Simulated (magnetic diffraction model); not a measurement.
# CsHoPb: what an assumed order does to the neutron pattern

Space group P6_3mc (no. 186), a = 5.8640 Å, c = 9.2620 Å.

| site | atom | x | y | z |
| --- | --- | --- | --- | --- |
| 2b | Pb | 2/3 | 1/3 | 0.7347 |
| 2a | Ho | 0 | 0 | 0.5187 |
| 2b | Cs | 1/3 | 2/3 | 0.8334 |

The compound is invented for this exercise: a known structure type with other elements, its cell scaled to their sizes and not relaxed.

Only Ho is taken to order (form factors of Ho3+); orders and moment sizes are assumed, and not adapted to the symmetry. Radiation: neutrons of λ = 4.2 Å, 1.5° to 80°; isotropic B of 0.51 Å² (Pb), 0.47 Å² (Ho) and 0.4 Å² (Cs). Simulated constant-wavelength pattern: nuclear and magnetic terms add, the magnetic one as |2.695 fm × Σ f S⊥ exp(2πi Q·r) exp(−B s²)|², summed over all Q at one angle with the factor 1/(sin²θ cos θ). For a modulated order the moment at position r is S exp(−2πi k·r) + c.c., with S = m/2 for a sine wave of amplitude m and S = m(u + iv)/2 for moments turning in a plane, u and v being orthogonal unit vectors in it; the phase factor of the sum at Q = H + k is then exp(2πi H·r). Free-ion form factors, Sears's scattering lengths of 1992, no absorption; a label names one of the reflections at its angle. The strongest nuclear line in the range is 100, and lines under 0.2 are left out.

Assume the order k = (0 0 1/6), moments turning in the plane of [100] and [010], 7.57 μB on Ho; signs + at (0, 0, 0.5187), + at (0, 0, 0.0187).

Q: Where does magnetic intensity appear, and how strong is it?

```csv
2θ (°),index,nuclear,magnetic
4.33,(0 0 1/6),0.0,3679.5
49.07,(1 0 1/6),0.0,92.7
49.12,(0 0 11/6),0.0,30.6
53.93,(0 0 2),2.5,0.0
56.28,(1 0 1),19.9,0.0
58.85,(0 0 13/6),0.0,22.1
71.79,(1 0 11/6),0.0,71.3
75.72,(1 0 2),100.0,0.0
79.90,(1 0 13/6),0.0,64.0
```

The strongest magnetic line in the range is (0 0 1/6) at 4.33° (3679.5). On top of the Lorentz factor, which all lines share, magnetic lines fade with angle because f falls: for Ho3+ it is 0.96, 0.85, 0.71 and 0.44 at sin θ/λ = 0.1, 0.2, 0.3 and 0.5 Å⁻¹, while nuclear lengths stay constant. The order has no net moment.

[Logs are printed without paths, hosts, clocks, repeated set-up lines and the standing remarks that a program may print on its own settings, such as how far it seeks lower states.]
